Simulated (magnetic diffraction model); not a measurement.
## Moment size from magnetic intensity in InGaFeS₄

Space group R3m (no. 160), a = 4.1340 Å, c = 29.6410 Å.

```csv
site,atom,x,y,z
3a,In,0,0,0.0009
3a,Ga,0,0,0.2107
3a,Fe,2/3,1/3,0.1201
3a,S,0,0,0.2888
3a,S,2/3,1/3,0.0382
3a,S,0,0,0.1325
3a,S,2/3,1/3,0.2040
```

The compound is invented for this exercise: a known structure type with other elements, its cell scaled to their sizes and not relaxed.

Only Fe is taken to order (form factors of Fe2+); orders and moment sizes are assumed, and not adapted to the symmetry. Radiation: neutrons of λ = 1.8 Å, 5° to 55°; isotropic B of 0.69 Å² (In), 0.76 Å² (Ga), 0.73 Å² (Fe) and 1.03 Å² (S). Simulated constant-wavelength pattern: nuclear and magnetic terms add, the magnetic one as |2.695 fm × Σ f S⊥ exp(2πi Q·r) exp(−B s²)|², summed over all Q at one angle with the factor 1/(sin²θ cos θ). For collinear order S is the moment m, which repeats by lattice and centring translations R with the sign exp(−2πi k·R). Free-ion form factors, Sears's scattering lengths of 1992, no absorption; a label names one of the reflections at its angle. The strongest nuclear line in the range is 100, and lines under 0.2 are left out.

In a first state the assumed order is k = (0 0 3/2), collinear moments along [100], 3.82 μB on Fe, with this pattern:

```csv
2θ (°),index,nuclear,magnetic
5.22,(0 0 3/2),0.0,305.4
10.45,(0 0 3),40.7,0.0
15.71,(0 0 9/2),0.0,30.6
20.99,(0 0 6),2.2,0.0
26.33,(0 0 15/2),0.0,9.0
29.17,(0 1 1/2),0.0,10.4
29.34,(1 0 1),31.9,0.0
29.98,(0 1 2),70.9,0.0
30.45,(1 0 5/2),0.0,10.0
31.68,(0 1 7/2),0.0,9.5
31.72,(0 0 9),22.9,0.0
32.42,(1 0 4),28.5,0.0
34.16,(0 1 5),25.6,0.0
35.13,(1 0 11/2),0.0,8.1
37.18,(0 0 21/2),0.0,3.5
37.28,(0 1 13/2),0.0,7.1
```
(The table stops after 16 lines; 15 more lie at higher angle.)

**Question.** Nearer the ordering temperature the line at 5.22° has total intensity 27.7 on the same scale, and all moments have shrunk alike. How large is the Fe moment?

The nuclear part, 0.0, stays, so the magnetic part is 27.7 against 305.4. It goes as m², so m = 3.82 × √(27.7/305.4) = 1.15 μB; the value used was 1.15 μB.

[Logs are printed without paths, hosts, clocks, repeated set-up lines and the standing remarks that a program may print on its own settings, such as how far it seeks lower states.]
